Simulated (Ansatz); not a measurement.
# Phonons of CdS (Greenockite, P6_3mc) against volume, part 3 of 3

Wanted: Grüneisen parameters and pressure coefficients of the modes of CdS (Greenockite, P6_3mc).

Ansatz 0.2.0; DFT PBE, scalar-relativistic, plane waves, PAW; PAW set soft_1.

So far, highest optical mode at the zone centre (no LO-TO term) (cm⁻¹): step 4 (modes at rest) 280.

The database entry behind the starting cell differs from later determinations by our own check (about 0.35 % long), so it need not match the best structure at ambient conditions.

### 6. Modes of this member: 1.06 times the volume at rest

The zone-centre modes follow for 1.06 times the volume at rest, with the response to a field.

input.yaml

```yaml
crystal:
  lattice:
    - [4.2794364141, 0.0, 0.0]
    - [-2.1397182071, 3.7061006484, 0.0]
    - [0.0, 0.0, 6.9626298947]
  atoms:
    - { symbol: S, position: [0.3333333333, 0.6666666667, 0.3758668595] }
    - { symbol: S, position: [0.6666666667, 0.3333333333, 0.8758668595] }
    - { symbol: Cd, position: [0.3333333333, 0.6666666667, -0.0008668595] }
    - { symbol: Cd, position: [0.6666666667, 0.3333333333, 0.4991331405] }
kpoints:
  mp_grid: { grid: [15, 15, 8] }
hamiltonian:
  xc: pbe
  pseudopotentials: { kind: paw, azcp: { folder: soft_1 } }
scf:
  occupations: { method: fixed }
output:
  eigenvalues: true
phonons:
  method: dfpt
  dielectric: true
  rigid_motions: translations
```

On the command line:

```sh
> ansatz run input.yaml --threads 4 --pin off --max-ram 16384MiB --backend cpu --events-out ev --progress --plain --runs-dir out
```

Numbers of over 12 decimals in the logs are rounded to 6 here.

Log:

```text
[...]
Crystal: 4 atoms, lattice volume = 110.427 Å³
Basis set: ecut = 420 eV, 2177 PW (Γ), exchange–correlation on 60×60×96 points (8 copies of the dense FFT grid, shifted against one another)
Bands: 32, of which v1, the nominal top of the filled ones, is band 26 counted from 1 (25 counted from 0)
Symmetry: 12 space group operations
k-points: 488 of 1800 (irreducible under 2 space group operations, time reversal used)
[...]
SCF iter   1: F=—  HF=-18315.889681 eV  |F-HF|=—  |Δ(HF+E_count)|=         —  Δρ=2.77e-2  dr2=7.09e-1  ethr=3.10e-3  ⟨swp⟩=5.0  Hψ=54750  notcnv=0  defer=1931
[...]
SCF iter  10: F=-18315.749790 eV  HF=-18315.749790 eV  |F-HF|=8.73e-11  |Δ(HF+E_count)|=   2.35e-9  Δρ=1.64e-7  dr2=3.46e-11  ethr=1.00e-12  ⟨swp⟩=15.4  Hψ=115638  notcnv=0
SCF 1 converged in 10 iterations: F = -18315.749790 eV  dr2 = 3.46e-11
[...]
DFPT response loops at Γ: preconditioner auto → none (the input reference at scf.mixing.eps_inf says where Resta's filter doesn't serve); β = 0.50; Broyden in place of MSR1
[...]
Bands: 27, of which v1, the nominal top of the filled ones, is band 26 counted from 1 (25 counted from 0)
k-points: 288 of 2048 (irreducible under 4 space group operations, time reversal used)
[...]
Eigensolver: Dense (288 Hₖ)
SCF iter   1: F=—  HF=-18315.731601 eV  |F-HF|=—  |Δ(HF+E_count)|=         —  Δρ=1.70e-4  dr2=5.61e-6  ethr=1.00e-1
[...]
SCF iter   4: F=-18315.731609 eV  HF=-18315.731609 eV  |F-HF|=1.74e-8  |Δ(HF+E_count)|=   1.39e-7  Δρ=2.69e-6  dr2=1.45e-8  ethr=2.56e-10
SCF 1 converged in 4 iterations: F = -18315.731609 eV  dr2 = 1.45e-8
[...]
SCF converged after 10 iterations
Free energy (F): -18315.749790 eV
[...]
Internal energy: -18315.749790 eV  (E = F + TS)
E sigma→0 (E₀):  -18315.749790 eV
Fermi energy:    5.491801 eV
[...]
--- Band table (eV; the first three rows and the last of 488) ---
  k-point 0: bands = [... 22 lower, 4.8720, 5.4622, 5.4918, 5.4918, 6.4637, 8.1341, 11.9495, 11.9495, ... 2 higher]
  k-point 1: bands = [... 22 lower, 4.8943, 5.1204, 5.4668, 5.4668, 6.7919, 8.1512, 11.9652, 11.9652, ... 2 higher]
  k-point 2: bands = [... 22 lower, 4.9582, 4.9582, 5.3961, 5.3961, 7.3323, 8.1896, 11.7549, 12.0184, ... 2 higher]
  k-point 487: bands = [... 22 lower, 3.4586, 3.5952, 4.4829, 4.6431, 9.3103, 10.0770, 10.8127, 11.3889, ... 2 higher]
[...]
ASR residual: 1.762e-5 → 0.000e0 eV/Å²; symmetrization residual: 3.747e-6 eV/Å²
  ASR residual per site (eV/Å²): 1.15e-5 1.15e-5 1.76e-5 1.76e-5
[...]
ε∞ (high-frequency dielectric tensor):
        6.224271    -0.000000    -0.000000
       -0.000000     6.224271    -0.000000
       -0.000000    -0.000000     6.297507
  ε⁰ (static dielectric tensor: ions relaxed, cell fixed):
       10.924584    -0.000000     0.000000
       -0.000000    10.924584     0.000000
        0.000000     0.000000    11.800657
  ε⁰ − ε∞ (ionic part):
        4.700312    -0.000000     0.000000
       -0.000000     4.700312     0.000000
        0.000000     0.000000     5.503150
[...]
Born effective charges Z* (e; rows j = field, columns β = displacement):
    site 0:
        -2.24726    0.00000    0.00000
         0.00000   -2.24726    0.00000
         0.00000    0.00000   -2.33198
    site 1:
        -2.24726    0.00000    0.00000
         0.00000   -2.24726   -0.00000
         0.00000   -0.00000   -2.33198
    site 2:
         2.24726   -0.00000   -0.00000
        -0.00000    2.24726   -0.00000
        -0.00000   -0.00000    2.33198
    site 3:
         2.24726   -0.00000   -0.00000
        -0.00000    2.24726   -0.00000
        -0.00000    0.00000    2.33198
  Z* charge neutrality: 2.626e-3 e pre-enforcement
  solved inside a basis spanned on kpoints, on 16×16×8 k-points, its susceptibility summed on 22×22×12: ε∞ is read to err by 1.9e-2, Z* by 2.3e-2 e (field_mesh: kpoints solves on kpoints); Z* is corrected for what the basis lacks
  optical modes at Γ without the LO–TO term, one row a degenerate level:
      ω (cm⁻¹)  modes    IR ((D/Å)²/amu)
         47.23      2             0.0000
        121.98      1             0.0000
        187.89      1            10.0589
        195.92      2            18.6825
        206.54      2             0.0000
        257.82      1             0.0000
  optical modes at Γ + LO–TO along q̂ = [1.0000, 0.0000, 0.0000]:
      ω (cm⁻¹)  modes    IR ((D/Å)²/amu)
         47.23      2             0.0000
        121.98      1             0.0000
        187.89      1            10.0589
        195.92      1             9.3413
        206.54      2             0.0000
        257.82      1             0.0000
        259.56      1             9.3413
  optical modes at Γ + LO–TO along q̂ = [0.0000, 1.0000, 0.0000]:
      ω (cm⁻¹)  modes    IR ((D/Å)²/amu)
         47.23      2             0.0000
        121.98      1             0.0000
        187.89      1            10.0589
        195.92      1             9.3413
        206.54      2             0.0000
        257.82      1             0.0000
        259.56      1             9.3413
  optical modes at Γ + LO–TO along q̂ = [0.0000, 0.0000, 1.0000]:
      ω (cm⁻¹)  modes    IR ((D/Å)²/amu)
         47.23      2             0.0000
        121.98      1             0.0000
        195.92      2            18.6825
        206.54      2             0.0000
        257.20      1            10.0589
        257.82      1             0.0000
```

Run time: 6.7 min. Hardware: 4 threads of Intel Xeon Platinum 8259CL at 2.50GHz (Skylake/Cascade Lake), shared host; peak memory 6 GiB.

Numbers from this step:

* sum-rule residual before enforcement: 1.76e-5 eV/Å²
* miss of the charge sum rule: 0.002626 e
* estimated error of the dielectric tensor: 0.01881
* estimated error of the Born charges: 0.02262 e
* highest optical mode at the zone centre (no LO-TO term): 257.8 cm⁻¹
* lowest optical zone-centre mode: 47.23 cm⁻¹
* mean high-frequency dielectric constant: 6.249
* largest Born charge (third of the trace): -2.276 e
* mean static dielectric constant: 11.22
* top of the zone-centre spectrum with the field: 259.6 cm⁻¹

Without the LO-TO term. Patterns of degenerate modes are one choice out of their space. Modes at Γ, with each element's share of the kinetic energy:

| mode | frequency (cm⁻¹) | symmetry | S % | Cd % |
| --- | --- | --- | --- | --- |
| 1 | 0.0 | acoustic | 22 | 78 |
| 2 | 0.0 | acoustic | 22 | 78 |
| 3 | 0.0 | acoustic | 22 | 78 |
| 4 | 47.2 | E2 | 14 | 86 |
| 5 | 47.2 | E2 | 14 | 86 |
| 6 | 122.0 | B1 | 1 | 99 |
| 7 | 187.9 | A1 | 78 | 22 |
| 8 | 195.9 | E1 | 78 | 22 |
| 9 | 195.9 | E1 | 78 | 22 |
| 10 | 206.5 | E2 | 86 | 14 |
| 11 | 206.5 | E2 | 86 | 14 |
| 12 | 257.8 | B1 | 99 | 1 |

Transverse modes. Infrared lines, with heights relative to the strongest:

| position (cm⁻¹) | label | relative intensity |
| --- | --- | --- |
| 47 | E2 | 0.0 |
| 122 | B1 | 0.0 |
| 188 | A1 | 54 |
| 196 | E1 | 100 |
| 206 | E2 | 0.0 |
| 258 | B1 | 0.0 |

Without the LO-TO term the lowest optical mode is real, 47.2 cm⁻¹, and the highest lies at 257.8 cm⁻¹.

The log warns of the k mesh: “the force constants stand on the 15×15×8 k-mesh, whose period is 11.87 times the interband length at k = (0.0000, 0.0000, 0.0000), direct gap 0.972 eV, under 14: take them and everything formed from them as unconverged”. So the frequencies of this run count as unconverged too.

### 7. A member of the series: 0.9 times the volume at rest

The cell is set to 0.9 times the volume at rest, and shape and atoms relax at that volume.

input.yaml

```yaml
crystal:
  lattice:
    - [4.0505021943, 0.0, 0.0]
    - [-2.0252510972, 3.5078377984, 0.0]
    - [0.0, 0.0, 6.598806092]
  atoms:
    - { symbol: S, position: [0.3333333333, 0.6666666667, 0.3755547157] }
    - { symbol: S, position: [0.6666666667, 0.3333333333, 0.8755547157] }
    - { symbol: Cd, position: [0.3333333333, 0.6666666667, -0.0005547157] }
    - { symbol: Cd, position: [0.6666666667, 0.3333333333, 0.4994452843] }
kpoints:
  mp_grid: { grid: [15, 15, 8] }
hamiltonian:
  xc: pbe
  pseudopotentials: { kind: paw, azcp: { folder: soft_1 } }
scf:
  occupations: { method: gaussian, width: 0.02 }
output:
  forces: true
  stress: true
  eigenvalues: true
relax:
  adjacent_minimum: "off"
  f_tol: 0.001
  max_steps: 60
  cell: { stress_tol: 0.01, fix: [volume] }
```

Log:

```text
[...]
Crystal: 4 atoms, lattice volume = 93.759 Å³
Basis set: ecut = 420 eV, 1811 PW (Γ), exchange–correlation on 60×60×90 points (8 copies of the dense FFT grid, shifted against one another)
Bands: 32, of which v1, the nominal top of the filled ones, is band 26 counted from 1 (25 counted from 0)
Symmetry: 12 space group operations
[...]
--- Relaxed structure (3 steps of the walk, 3 accepted, 1 SCFs on fresh bases) ---
[...]
cell:  # Å, volume = 93.7592 Å³
    - [4.049598, 2.886119229536868e-11, 0]
    - [-2.024799, 3.507054, 0]
    - [0, 0, 6.601755]
  atoms:
    - { symbol: S, position: [0.333333, 0.666667, 0.375436] }
    - { symbol: S, position: [0.666667, 0.333333, 0.875436] }
    - { symbol: Cd, position: [0.333333, 0.666667, -0.000435932] }
    - { symbol: Cd, position: [0.666667, 0.333333, 0.499564] }
[key lines of the parts left out:]
SCF converged after 8 iterations
Free energy (F): -18315.595446 eV
Fermi energy:    8.414916 eV
P = ⅓ Tr σ = 7.1304 GPa (71.304 kbar)
```

Elapsed: 32 s, on 4 threads; peak memory 0.63 GiB.

Little changed from the start: no atom moved by 0.005 Å and no cell edge by 0.1 %.

Numbers from this step:

* pressure: 7.130 GPa
* gap on the k-mesh: 1.348 eV
* volume per atom: 23.44 Å³

The largest force component left is 0.12 meV/Å, at a pressure of 7.13 GPa.

### 8. Modes of this member: 0.9 times the volume at rest

The zone-centre modes follow for 0.9 times the volume at rest, with the response to a field.

input.yaml

```yaml
crystal:
  lattice:
    - [4.0495975332, 0.0, 0.0]
    - [-2.0247987666, 3.5070543388, 0.0]
    - [0.0, 0.0, 6.6017547061]
  atoms:
    - { symbol: S, position: [0.3333333333, 0.6666666667, 0.3754359319] }
    - { symbol: S, position: [0.6666666667, 0.3333333333, 0.8754359319] }
    - { symbol: Cd, position: [0.3333333333, 0.6666666667, -0.0004359319] }
    - { symbol: Cd, position: [0.6666666667, 0.3333333333, 0.4995640681] }
kpoints:
  mp_grid: { grid: [15, 15, 8] }
hamiltonian:
  xc: pbe
  pseudopotentials: { kind: paw, azcp: { folder: soft_1 } }
scf:
  occupations: { method: fixed }
output:
  eigenvalues: true
phonons:
  method: dfpt
  dielectric: true
  rigid_motions: translations
```

Log:

```text
[...]
Crystal: 4 atoms, lattice volume = 93.759 Å³
Basis set: ecut = 420 eV, 1811 PW (Γ), exchange–correlation on 60×60×96 points (8 copies of the dense FFT grid, shifted against one another)
Bands: 32, of which v1, the nominal top of the filled ones, is band 26 counted from 1 (25 counted from 0)
Symmetry: 12 space group operations
k-points: 488 of 1800 (irreducible under 2 space group operations, time reversal used)
[...]
optical modes at Γ + LO–TO along q̂ = [1.0000, 0.0000, 0.0000]:
      ω (cm⁻¹)  modes    IR ((D/Å)²/amu)
[...]
optical modes at Γ + LO–TO along q̂ = [0.0000, 1.0000, 0.0000]:
      ω (cm⁻¹)  modes    IR ((D/Å)²/amu)
[...]
optical modes at Γ + LO–TO along q̂ = [0.0000, 0.0000, 1.0000]:
      ω (cm⁻¹)  modes    IR ((D/Å)²/amu)
[...]
263.92      2            15.4907
        279.45      2             0.0000
        313.79      1             8.4604
        325.53      1             0.0000
[key lines of the parts left out:]
SCF converged after 10 iterations
Free energy (F): -18315.595446 eV
Fermi energy:    7.740681 eV
```

Wall time 5.9 min (4 threads); peak memory 5.2 GiB; 22 min of CPU time.

This step gave:

| Quantity | Value |
| --- | --- |
| sum-rule residual before enforcement | 3.72e-5 eV/Å² |
| miss of the charge sum rule | 0.002279 e |
| estimated error of the dielectric tensor | 0.02234 |
| estimated error of the Born charges | 0.02229 e |
| highest optical mode at the zone centre (no LO-TO term) | 325.5 cm⁻¹ |
| lowest optical zone-centre mode | 27.74 cm⁻¹ |
| mean high-frequency dielectric constant | 5.956 |
| largest Born charge (third of the trace) | -2.077 e |
| mean static dielectric constant | 8.607 |
| top of the zone-centre spectrum with the field | 325.5 cm⁻¹ |

Without the LO-TO term. Patterns of degenerate modes are one choice out of their space. The modes at Γ (shares of kinetic energy by element, %):

| mode | frequency (cm⁻¹) | symmetry | S % | Cd % |
| --- | --- | --- | --- | --- |
| 1 | 0.0 | acoustic | 22 | 78 |
| 2 | 0.0 | acoustic | 22 | 78 |
| 3 | 0.0 | acoustic | 22 | 78 |
| 4 | 27.7 | E2 | 19 | 81 |
| 5 | 27.7 | E2 | 19 | 81 |
| 6 | 140.5 | B1 | 5 | 95 |
| 7 | 257.9 | A1 | 78 | 22 |
| 8 | 263.9 | E1 | 78 | 22 |
| 9 | 263.9 | E1 | 78 | 22 |
| 10 | 279.4 | E2 | 81 | 19 |
| 11 | 279.4 | E2 | 81 | 19 |
| 12 | 325.5 | B1 | 95 | 5 |

Displacements in mode 4 (27.7 cm⁻¹), the largest set to 1:
```
S1   0.20  0.90  0.00
S2  -0.20 -0.90  0.00
Cd3 -0.22 -1.00  0.00
Cd4  0.22  1.00  0.00
```

Displacements in mode 9 (263.9 cm⁻¹), the largest set to 1:
```
S1   1.00  0.02  0.00
S2   1.00  0.02  0.00
Cd3 -0.29 -0.01  0.00
Cd4 -0.29 -0.01  0.00
```

Transverse modes. Infrared lines, with heights relative to the strongest:

| position (cm⁻¹) | label | relative intensity |
| --- | --- | --- |
| 28 | E2 | 0.0 |
| 140 | B1 | 0.0 |
| 258 | A1 | 55 |
| 264 | E1 | 100 |
| 280 | E2 | 0.0 |
| 326 | B1 | 0.0 |

Without the LO-TO term the lowest optical mode is real, 27.7 cm⁻¹, and the highest lies at 325.5 cm⁻¹.

The log warns of the k mesh: “the force constants stand on the 15×15×8 k-mesh, whose period is 13.69 times the interband length at k = (0.0000, 0.0000, 0.0000), direct gap 1.348 eV, under 14: take them and everything formed from them as unconverged”. So the frequencies of this run count as unconverged too.

### 9. The series together

The members are set side by side, also those not shown above.

Each row is one cell with its response, relaxed at fixed volume as far as symmetry leaves anything free; energies are extrapolated to zero smearing, and E0 is that at rest; the axis is the Cartesian z axis of the cell; shape and atoms are relaxed in each cell where symmetry leaves them free. State of the crystal along the series:

| volume ratio | V (Å³/atom) | pressure (GPa) | E - E0 (meV/atom) | first cell vector (Å) | third cell vector (Å) | gap on mesh (eV) | ε∞ along the axis | ε∞ across the axis, mean | ε0 along the axis | ε0 across the axis, mean | largest Born charge in size, a third of the trace (e) | top mode with the field, highest of q along x, y and z (cm⁻¹) |
| --- | --- | --- | --- | --- | --- | --- | --- | --- | --- | --- | --- | --- |
| 0.9 | 23.44 | 7.13 | 52.56 | 4.05 | 6.602 | 1.348 | 6.025 | 5.921 | 8.918 | 8.451 | 2.077 | 325.5 |
| 0.92 | 23.96 | 5.367 | 32.3 | 4.08 | 6.647 | 1.301 | 6.038 | 5.94 | 9.184 | 8.679 | 2.105 | 315.4 |
| 0.94 | 24.48 | 3.792 | 17.46 | 4.111 | 6.692 | 1.254 | 6.056 | 5.964 | 9.473 | 8.927 | 2.132 | 305.8 |
| 0.96 | 25 | 2.384 | 7.462 | 4.14 | 6.739 | 1.205 | 6.082 | 5.993 | 9.782 | 9.197 | 2.158 | 296.8 |
| 0.98 | 25.52 | 1.125 | 1.794 | 4.169 | 6.784 | 1.158 | 6.112 | 6.028 | 10.12 | 9.489 | 2.183 | 288.2 |
| 0.99 | 25.78 | 0.5466 | 0.4406 | 4.183 | 6.807 | 1.134 | 6.131 | 6.048 | 10.3 | 9.645 | 2.195 | 284.1 |
| 1 | 26.04 | -7.59e-4 | 0 | 4.197 | 6.829 | 1.111 | 6.153 | 6.069 | 10.5 | 9.808 | 2.208 | 280.1 |
| 1.02 | 26.57 | -1.008 | 1.67 | 4.225 | 6.874 | 1.064 | 6.193 | 6.115 | 10.89 | 10.15 | 2.231 | 272.3 |
| 1.04 | 27.09 | -1.909 | 6.438 | 4.252 | 6.919 | 1.018 | 6.242 | 6.167 | 11.32 | 10.52 | 2.253 | 265.7 |
| 1.06 | 27.61 | -2.714 | 13.98 | 4.279 | 6.963 | 0.9719 | 6.298 | 6.224 | 11.8 | 10.93 | 2.276 | 259.6 |

Without the LO-TO term; each mode is tracked from rest by its pattern, and modes that stay within 0.3 cm⁻¹ of each other stand once; shape and atoms are relaxed in each cell where symmetry leaves them free. Optical modes along the series:

| V (Å³/atom) | mode 4 E2 (cm⁻¹) | mode 6 B1 (cm⁻¹) | mode 7 A1 (cm⁻¹) | mode 8 E1 (cm⁻¹) | mode 10 E2 (cm⁻¹) | mode 12 B1 (cm⁻¹) |
| --- | --- | --- | --- | --- | --- | --- |
| 23.44 | 27.74 | 140.5 | 257.9 | 263.9 | 279.4 | 325.5 |
| 23.96 | 32.52 | 138 | 247.8 | 254.3 | 269.1 | 315.4 |
| 24.48 | 36.22 | 135.6 | 238 | 245.1 | 259.2 | 305.8 |
| 25 | 39.1 | 133.4 | 228.9 | 236.2 | 249.6 | 296.8 |
| 25.52 | 41.47 | 131.1 | 220 | 227.6 | 240.4 | 288.2 |
| 25.78 | 42.47 | 129.9 | 215.8 | 223.3 | 235.9 | 284.1 |
| 26.04 | 43.38 | 128.8 | 211.6 | 219.2 | 231.4 | 280.1 |
| 26.57 | 44.94 | 126.5 | 203.4 | 211.2 | 222.8 | 272.3 |
| 27.09 | 46.21 | 124.3 | 195.5 | 203.4 | 214.5 | 264.9 |
| 27.61 | 47.23 | 122 | 187.9 | 195.9 | 206.5 | 257.8 |

From cubic fits (parabolas where under five rows exist) of ln ω and P against ln V through the rows within about 4 % of rest: γ = −d ln ω / d ln V and dω/dP = γ ω / B. Slopes at rest:

| mode | fitted frequency at rest (cm⁻¹) | Grüneisen parameter γ | dω/dP (cm⁻¹/GPa) |
| --- | --- | --- | --- |
| mode 4 E2 | 43.4 | -1.98 | -1.62 |
| mode 6 B1 | 128.8 | 0.87 | 2.11 |
| mode 7 A1 | 211.6 | 1.95 | 7.77 |
| mode 8 E1 | 219.2 | 1.87 | 7.7 |
| mode 10 E2 | 231.4 | 1.9 | 8.24 |
| mode 12 B1 | 280.1 | 1.42 | 7.45 |

### 10. What came out

| Property | Result |
| --- | --- |
| members | 10 |
| highest optical mode at the zone centre (no LO-TO term), at rest | 280.1 cm⁻¹ |
| bulk modulus at rest | 53.2 GPa |
| mode 7 A1, γ | 1.95 |
| mode 8 E1, γ | 1.87 |
| mode 10 E2, γ | 1.90 |
| mode 12 B1, γ | 1.42 |

In words: The series spans -2.7 to 7.1 GPa, and the slope at rest gives a bulk modulus of 53 GPa. Among the modes in the table of slopes γ runs from -1.98 (mode 4 E2) to 1.95 (mode 7 A1). A negative γ means that the mode softens under pressure. ε∞ along z is 6.15 at rest, with d ln ε∞ / d ln V = 0.33. One k mesh and one cutoff serve the ground states and modes of all volumes; the field response picks its own mesh. With the field response the log warns that the k mesh is coarse for the force constants too, so the frequencies are to be taken as unconverged. These are harmonic frequencies at zero temperature: anharmonic shifts, linewidths and thermal expansion are left out. Only the zone centre was solved, so an instability at another wavevector cannot show here.

[Logs are printed without paths, hosts, clocks, repeated set-up lines and the standing remarks that a program may print on its own settings, such as how far it seeks lower states.]

[Hosts, paths, dates, database ids (printed as entryN), source tags and the programs' standing remarks are cut or masked in the printed files.]
